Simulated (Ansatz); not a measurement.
## MgO (Periclase, Fm-3m): zone-centre modes under pressure

Wanted: Grüneisen parameters and pressure coefficients of the modes of MgO (Periclase, Fm-3m).

Method: DFT PBEsol, scalar-relativistic, plane waves, PAW; PAW set soft_1, in Ansatz 0.2.0.

Most raw output is cut from this account.

The database entry behind the starting cell differs from later determinations by our own check (about 0.1 % long), so it need not match the best structure at ambient conditions.

### 1. The starting structure

Symmetry: Fm-3m, No. 225, cubic system. Conventional cell: a = 4.217 Å, b = 4.217 Å, c = 4.217 Å, α = 90.00°, β = 90.00°, γ = 90.00°. Nearest to O lie 6 Mg at 2.11 Å. Nearest to Mg lie 6 O at 2.11 Å. Farther neighbours and most contacts between anions are not listed.

### 2. Relaxation

The cell and atoms are relaxed, since residual forces and stress would shift the frequencies.

File input.yaml:

```yaml
crystal:
  lattice:
    - [0.0, 2.1085, 2.1085]
    - [2.1085, 0.0, 2.1085]
    - [2.1085, 2.1085, 0.0]
  atoms:
    - { symbol: O, position: [0.5, 0.5, 0.5] }
    - { symbol: Mg, position: [0.0, 0.0, 0.0] }
kpoints:
  mp_grid: { grid: [10, 10, 10] }
hamiltonian:
  xc: pbesol
  pseudopotentials: { kind: paw, azcp: { folder: soft_1 }, xc_functional: pbe }
scf:
  occupations: { method: gaussian, width: 0.02 }
output:
  forces: true
  stress: true
  eigenvalues: true
  write_density: true
  write_potential: true
  elf: true
  volumetric_format: npy
relax:
  adjacent_minimum: "off"
  f_tol: 0.005
  max_steps: 80
  cell: { stress_tol: 0.05 }
```

Started as:

```console
$ ansatz run input.yaml --threads 4 --pin off --max-ram 10240MiB --backend cpu --events-out ev --progress --plain --runs-dir out
```

Wall time 2.2 s (4 threads of Arm Neoverse N1, shared host); peak memory 0.27 GiB; 6.8 s of CPU time.

Little changed from the start: no atom moved by 0.005 Å and no cell edge by 0.1 %.

This step gave:

| Quantity | Value |
| --- | --- |
| pressure | -0.008064 GPa |
| gap on the k-mesh | 4.620 eV |
| volume per atom | 9.360 Å³ |

Valence density in the ac plane of the conventional cell at fractional y = 0.000, with atoms of O and Mg within 0.2 Å of it. It is the smooth field of the valence electrons, not physical close to the nuclei.

Ten steps, logarithmic in the rise over the least value, from '_' (0 e/Å³) to '@' (26 e/Å³), each cell a mean:
```
@@##::__::==**##++--....++%%
++--____..--==++==::____..++
..________..::::::..______..
....__________..__________..
==--..______::--..____..::--
**++--..__--##%%**..__::==++
##**==....++@@@@%%--..::++##
##++--....++%%@@##::__::==**
++==::____..++++--____..--==
::::..______....________..::
..__________......__________
--..____..::--==--..______::
%%**..__::==++**++--..__--##
@@%%--..::++####**==....++@@
```
Columns run along a (4.2 Å), rows up along c (4.2 Å), edges of the conventional cell, whose origin can differ from the input's. Atoms in or near the plane, at fractional coordinates: O at (0.50, 0.00), O at (0.00, 0.50), Mg at (0.00, 0.00), Mg at (0.50, 0.50).

Electrostatic potential energy in the ac plane of the conventional cell at fractional y = 0.000, with atoms of O and Mg within 0.2 Å of it. With pseudopotentials it is smooth inside the atoms' cores, unlike the true potential.

Ten even steps from '0' (-76 eV) to '9' (11 eV), each cell a mean:
```
02799754589850
46899976899975
89999999999998
99999999999999
89999876799998
56999621479985
45898400169964
45898500279975
68999754689997
99999988999999
99999999999999
67999988999987
14799855699962
01699644589840
```
Columns run along a (4.2 Å; values clipped at the 3rd and 97th percentile), rows up along c (4.2 Å), edges of the conventional cell, whose origin can differ from the input's. Atoms in or near the plane, at fractional coordinates: O at (0.50, 0.00), O at (0.00, 0.50), Mg at (0.00, 0.00), Mg at (0.50, 0.50).

ELF in the ac plane of the conventional cell at fractional y = 0.000, with atoms of O and Mg within 0.2 Å of it. It is the smooth field of the valence electrons, not physical close to the nuclei.

Values, 14 rows by 14 columns, each cell a mean:
```
0.22 0.30 0.15 0.24 0.68 0.79 0.65 0.56 0.75 0.79 0.49 0.12 0.24 0.26
0.27 0.20 0.07 0.20 0.57 0.77 0.79 0.79 0.80 0.71 0.39 0.09 0.12 0.24
0.13 0.11 0.08 0.13 0.33 0.57 0.68 0.70 0.65 0.46 0.21 0.08 0.09 0.12
0.51 0.47 0.32 0.16 0.13 0.20 0.24 0.25 0.22 0.15 0.11 0.21 0.39 0.49
0.79 0.76 0.62 0.32 0.08 0.07 0.15 0.18 0.12 0.06 0.15 0.46 0.71 0.79
0.69 0.78 0.76 0.47 0.11 0.20 0.30 0.28 0.27 0.12 0.22 0.65 0.80 0.75
0.41 0.69 0.79 0.51 0.13 0.27 0.22 0.14 0.28 0.18 0.25 0.70 0.79 0.56
0.56 0.75 0.79 0.49 0.12 0.24 0.26 0.22 0.30 0.15 0.24 0.68 0.79 0.65
0.79 0.80 0.71 0.39 0.09 0.12 0.24 0.27 0.20 0.07 0.20 0.57 0.77 0.79
0.70 0.65 0.46 0.21 0.08 0.09 0.12 0.13 0.11 0.08 0.13 0.33 0.57 0.68
0.25 0.22 0.15 0.11 0.21 0.39 0.49 0.51 0.47 0.32 0.16 0.13 0.20 0.24
0.18 0.12 0.06 0.15 0.46 0.71 0.79 0.79 0.76 0.62 0.32 0.08 0.07 0.15
0.28 0.27 0.12 0.22 0.65 0.80 0.75 0.69 0.78 0.76 0.47 0.11 0.20 0.30
0.14 0.28 0.18 0.25 0.70 0.79 0.56 0.41 0.69 0.79 0.51 0.13 0.27 0.22
```
Columns run along a (4.2 Å), rows up along c (4.2 Å), edges of the conventional cell, whose origin can differ from the input's. Atoms in or near the plane, at fractional coordinates: O at (0.50, 0.00), O at (0.00, 0.50), Mg at (0.00, 0.00), Mg at (0.50, 0.50).

In this step the volume went from 9.37 to 9.36 Å³/atom.

### 3. Tight relaxation

Phonons need small forces and stress, so the relaxation is finished with tight tolerances on 12×12×12 k points.

File input.yaml:

```yaml
crystal:
  lattice:
    - [0.0, 2.1074832132, 2.1074832132]
    - [2.1074832132, 0.0, 2.1074832132]
    - [2.1074832132, 2.1074832132, 0.0]
  atoms:
    - { symbol: O, position: [0.5, 0.5, 0.5] }
    - { symbol: Mg, position: [0.0, 0.0, 0.0] }
kpoints:
  mp_grid: { grid: [12, 12, 12] }
hamiltonian:
  xc: pbesol
  pseudopotentials: { kind: paw, azcp: { folder: soft_1 }, xc_functional: pbe }
scf:
  occupations: { method: fixed }
output:
  forces: true
  stress: true
  eigenvalues: true
relax:
  adjacent_minimum: "off"
  f_tol: 0.001
  max_steps: 60
  cell: { stress_tol: 0.01 }
```

It took 1.5 s on 4 threads; peak memory 0.27 GiB; 4.8 s of CPU time.

Little changed from the start: no atom moved by 0.005 Å and no cell edge by 0.1 %.

Numbers from this step:

| Quantity | Value |
| --- | --- |
| pressure | -0.005360 GPa |

The forces vanish by symmetry and the pressure is -0.005 GPa, within the tolerances set. The cell now holds 9.36 Å³/atom.

### 4. Modes at rest

The modes at rest are the reference of the series, and the response to a field gives the dielectric tensor and the Born charges.

Edit input.yaml of step 3 so:

```diff
@@ -16,9 +16,7 @@
 output:
-  forces: true
-  stress: true
   eigenvalues: true
-relax:
-  adjacent_minimum: "off"
-  f_tol: 0.001
-  max_steps: 60
-  cell: { stress_tol: 0.01 }
+phonons:
+  method: dfpt
+  dielectric: true
+  rigid_motions: translations
+  raman: true
```

Run time: 1.7 min. Hardware: 4 threads; peak memory 0.94 GiB.

Numbers from this step:

```
sum-rule residual before enforcement                    : 1.48e-4 eV/Å²
miss of the charge sum rule                             : 8.73e-6 e
point group                                             : m-3m
highest optical mode at the zone centre (no LO-TO term) : 387.1 cm⁻¹
lowest optical zone-centre mode                         : 387.1 cm⁻¹
mean high-frequency dielectric constant                 : 3.245
largest Born charge (third of the trace)                : -1.980 e
mean static dielectric constant                         : 10.37
top of the zone-centre spectrum with the field          : 692.2 cm⁻¹
```

Without the LO-TO term. Patterns of degenerate modes are one choice out of their space. Modes at Γ, with each element's share of the kinetic energy:

| mode | frequency (cm⁻¹) | symmetry | O % | Mg % |
| --- | --- | --- | --- | --- |
| 1 | 0.0 | acoustic | 40 | 60 |
| 2 | 0.0 | acoustic | 40 | 60 |
| 3 | 0.0 | acoustic | 40 | 60 |
| 4 | 387.1 | T1u | 60 | 40 |
| 5 | 387.1 | T1u | 60 | 40 |
| 6 | 387.1 | T1u | 60 | 40 |

Displacements in mode 6 (387.1 cm⁻¹), the largest set to 1:
```
O1   0.00  0.00  1.00
Mg2  0.00  0.00 -0.66
```

Optical modes at the zone centre, without and with the macroscopic field of the longitudinal modes; each column is sorted by frequency, so a row need not hold one and the same mode. Modes with and without the field, by row:

```csv
rank among optical modes,no field (cm⁻¹),"q along (1, 0, 0) (cm⁻¹)"
1,387.1,387.1
2,387.1,387.1
3,387.1,692.2
```

Born charge (rows field, columns displacement) (e), principal values of the symmetric part by kind of site:

| atom | atoms with these values | low | middle | high | mean |
| --- | --- | --- | --- | --- | --- |
| O1 | 1 | -1.98 | -1.98 | -1.98 | -1.98 |
| Mg2 | 1 | 1.98 | 1.98 | 1.98 | 1.98 |

In full for Mg2:

```
1.98 0.00 0.00
0.00 1.98 0.00
0.00 0.00 1.98
```

High-frequency dielectric tensor:

```
3.25 0.00 0.00
0.00 3.25 0.00
0.00 0.00 3.25
```

Static dielectric tensor (ions relaxed, fixed cell):

```
10.37  0.00  0.00
 0.00 10.37  0.00
 0.00  0.00 10.37
```

Transverse modes. Infrared lines, with heights relative to the strongest:

```csv
position (cm⁻¹),label,relative intensity
387,T1u,100
```

Before it was imposed, the acoustic sum rule was missed by 1.5e-4 eV/Å² and the charge sum rule by 8.7e-6 e. Small misses are needed for a sound result but don't prove that mesh and cutoff are converged. The lowest optical mode is real, 387 cm⁻¹.

### 5. Ground state of a member: 1.06 times the volume at rest

The cell is set to 1.06 times the volume at rest; symmetry leaves nothing else free, so this is a single point.

input.yaml, the sections that differ from step 4:

```yaml
crystal:
  lattice:
    - [0.0, 2.1488169072, 2.1488169072]
    - [2.1488169072, 0.0, 2.1488169072]
    - [2.1488169072, 2.1488169072, 0.0]
  atoms:
    - { symbol: O, position: [0.5, 0.5, 0.5] }
    - { symbol: Mg, position: [0.0, 0.0, 0.0] }
output:
  forces: true
  stress: true
  eigenvalues: true
# kpoints, hamiltonian, scf: as in step 4
# phonons: removed
```

The job ended after 0.76 s (4 threads; peak memory 0.26 GiB; 2.3 s of CPU time).

Numbers from this step:

```yaml
pressure: -8.143 GPa
gap_on_the_k_mesh: 4.083 eV
volume_per_atom: 9.922 Å³
```

The forces vanish by symmetry, at a pressure of -8.14 GPa.

### 6. Modes of this member: 1.06 times the volume at rest

The zone-centre modes follow for 1.06 times the volume at rest, with the response to a field.

Edit input.yaml of step 5 so:

```diff
@@ -16,4 +16,6 @@
 output:
-  forces: true
-  stress: true
   eigenvalues: true
+phonons:
+  method: dfpt
+  dielectric: true
+  rigid_motions: translations
```

It took 8.6 s on 4 threads; peak memory 0.4 GiB; 31 s of CPU time.

Numbers from this step:

```
sum-rule residual before enforcement                    : 6.71e-5 eV/Å²
miss of the charge sum rule                             : 1.68e-6 e
highest optical mode at the zone centre (no LO-TO term) : 333.5 cm⁻¹
lowest optical zone-centre mode                         : 333.5 cm⁻¹
mean high-frequency dielectric constant                 : 3.322
largest Born charge (third of the trace)                : -2.006 e
mean static dielectric constant                         : 12.62
top of the zone-centre spectrum with the field          : 650.0 cm⁻¹
```

Without the LO-TO term. Patterns of degenerate modes are one choice out of their space. The modes at Γ (shares of kinetic energy by element, %):

| mode | frequency (cm⁻¹) | symmetry | O % | Mg % |
| --- | --- | --- | --- | --- |
| 1 | 0.0 | acoustic | 40 | 60 |
| 2 | 0.0 | acoustic | 40 | 60 |
| 3 | 0.0 | acoustic | 40 | 60 |
| 4 | 333.5 | T1u | 60 | 40 |
| 5 | 333.5 | T1u | 60 | 40 |
| 6 | 333.5 | T1u | 60 | 40 |

Transverse modes. Lines of the infrared spectrum (strongest = 100):

```csv
position (cm⁻¹),label,relative intensity
334,T1u,100
```

The optical mode without the LO-TO term lies at 333.5 cm⁻¹.

Between step 4 and this run (volume ratio 1.06) the value for the highest optical mode at the zone centre (no LO-TO term) moves from 387 cm⁻¹ to 334 cm⁻¹ (-14 %).

### 7. Ground state of a member: 0.9 times the volume at rest

The cell is set to 0.9 times the volume at rest; symmetry leaves nothing else free, so this is a single point.

input.yaml, the sections that differ from step 6:

```yaml
crystal:
  lattice:
    - [0.0, 2.0347526706, 2.0347526706]
    - [2.0347526706, 0.0, 2.0347526706]
    - [2.0347526706, 2.0347526706, 0.0]
  atoms:
    - { symbol: O, position: [0.5, 0.5, 0.5] }
    - { symbol: Mg, position: [0.0, 0.0, 0.0] }
output:
  forces: true
  stress: true
  eigenvalues: true
# kpoints, hamiltonian, scf: as in step 6
# phonons: removed
```

Elapsed: 0.61 s, on 4 threads; peak memory 0.25 GiB; 1.7 s of CPU time.

This step gave:

- pressure: 20.60 GPa
- gap on the k-mesh: 5.701 eV
- volume per atom: 8.424 Å³

The forces vanish by symmetry, at a pressure of 20.60 GPa.

### 8. Modes of this member: 0.9 times the volume at rest

The zone-centre modes follow for 0.9 times the volume at rest, with the response to a field.

Edit input.yaml of step 7 so:

```diff
@@ -16,4 +16,6 @@
 output:
-  forces: true
-  stress: true
   eigenvalues: true
+phonons:
+  method: dfpt
+  dielectric: true
+  rigid_motions: translations
```

Elapsed: 6.5 s, on 4 threads; peak memory 0.38 GiB.

Numbers from this step:

- sum-rule residual before enforcement: 9.18e-5 eV/Å²
- miss of the charge sum rule: 1.24e-5 e
- highest optical mode at the zone centre (no LO-TO term): 486.7 cm⁻¹
- lowest optical zone-centre mode: 486.7 cm⁻¹
- mean high-frequency dielectric constant: 3.136
- largest Born charge (third of the trace): -1.937 e
- mean static dielectric constant: 7.928
- top of the zone-centre spectrum with the field: 774.0 cm⁻¹

Without the LO-TO term. Patterns of degenerate modes are one choice out of their space. The modes at Γ (shares of kinetic energy by element, %):

```
mode  frequency (cm⁻¹)  symmetry  O %  Mg %
   1               0.0  acoustic   40    60
   2               0.0  acoustic   40    60
   3               0.0  acoustic   40    60
   4             486.7       T1u   60    40
   5             486.7       T1u   60    40
   6             486.7       T1u   60    40
```

Transverse modes. Infrared lines, with heights relative to the strongest:

| position (cm⁻¹) | label | relative intensity |
| --- | --- | --- |
| 487 | T1u | 100 |

The optical mode without the LO-TO term lies at 486.7 cm⁻¹.

For the highest optical mode at the zone centre (no LO-TO term), step 4 gave 387 cm⁻¹; this run, with volume ratio 0.9, gives 487 cm⁻¹ (+26 %).

### 9. All members side by side

The members are set side by side, also those not shown above.

Each row is one cell with its response, relaxed at fixed volume as far as symmetry leaves anything free; energies are extrapolated to zero smearing, and E0 is that at rest; shape and atoms are relaxed in each cell where symmetry leaves them free. State of the crystal along the series:

```csv
volume ratio,V (Å³/atom),pressure (GPa),E - E0 (meV/atom),gap on mesh (eV),ε∞,ε0,"largest Born charge in size, a third of the trace (e)","top mode with the field, highest of q along x, y and z (cm⁻¹)"
0.9,8.424,20.6,54.99,5.701,3.136,7.928,1.937,774
0.92,8.611,15.58,33.91,5.464,3.155,8.327,1.946,756.3
0.94,8.799,11.06,18.39,5.238,3.176,8.765,1.954,739.3
0.96,8.986,6.982,7.911,5.022,3.198,9.248,1.963,723
0.98,9.173,3.31,1.917,4.817,3.221,9.782,1.972,707.3
0.99,9.267,1.61,0.4639,4.717,3.233,10.07,1.976,699.7
1,9.36,-0.00536,0,4.62,3.245,10.37,1.98,692.2
1.02,9.548,-2.998,1.807,4.433,3.27,11.04,1.989,677.6
1.04,9.735,-5.699,6.889,4.253,3.296,11.78,1.997,663.6
1.06,9.922,-8.143,15.04,4.083,3.322,12.62,2.006,650
```

Without the LO-TO term; each mode is tracked from rest by its pattern, and modes that stay within 0.3 cm⁻¹ of each other stand once; shape and atoms are relaxed in each cell where symmetry leaves them free. Optical modes along the series:

```
V (Å³/atom)  mode 4 T1u (cm⁻¹)
      8.424              486.7
      8.611              465.6
      8.799              445.1
      8.986              425.2
      9.173              405.9
      9.267              396.5
       9.36              387.1
      9.548              368.9
      9.735                351
      9.922              333.5
```

From cubic fits (parabolas where under five rows exist) of ln ω and P against ln V through the rows within about 4 % of rest: γ = −d ln ω / d ln V and dω/dP = γ ω / B. Slopes at rest:

| mode | fitted frequency at rest (cm⁻¹) | Grüneisen parameter γ | dω/dP (cm⁻¹/GPa) |
| --- | --- | --- | --- |
| mode 4 T1u | 387.1 | 2.39 | 5.88 |
| longitudinal mode | 692.2 | 1.07 | 4.71 |

### 10. Summary of results

```json
{"members": "10", "highest optical mode at the zone centre (no LO-TO term), at rest": "387.1 cm⁻¹", "bulk modulus at rest": "157 GPa", "mode 4 T1u, γ": "2.39", "longitudinal mode, γ": "1.07"}
```

**Reading.** The series spans -8.1 to 20.6 GPa, and the slope at rest gives a bulk modulus of 157 GPa. The transverse optical mode has γ = 2.39 and moves by 5.9 cm⁻¹ for each GPa, the longitudinal one has γ = 1.07 and moves by 4.7. ε∞ is 3.25 at rest, with d ln ε∞ / d ln V = 0.38. One k mesh and one cutoff serve the ground states and modes of all volumes; the field response picks its own mesh. These are harmonic frequencies at zero temperature: anharmonic shifts, linewidths and thermal expansion are left out. The PAW files were made for PBE; the program adapts parts of them to the functional of the run, but their partial waves stay those of PBE, an approximation that was not tested in this session. Only the zone centre was solved, so an instability at another wavevector cannot show here.

[Logs are printed without paths, hosts, clocks, repeated set-up lines and the standing remarks that a program may print on its own settings, such as how far it seeks lower states.]

[Hosts, paths, dates, database ids (printed as entryN), source tags and the programs' standing remarks are cut or masked in the printed files.]
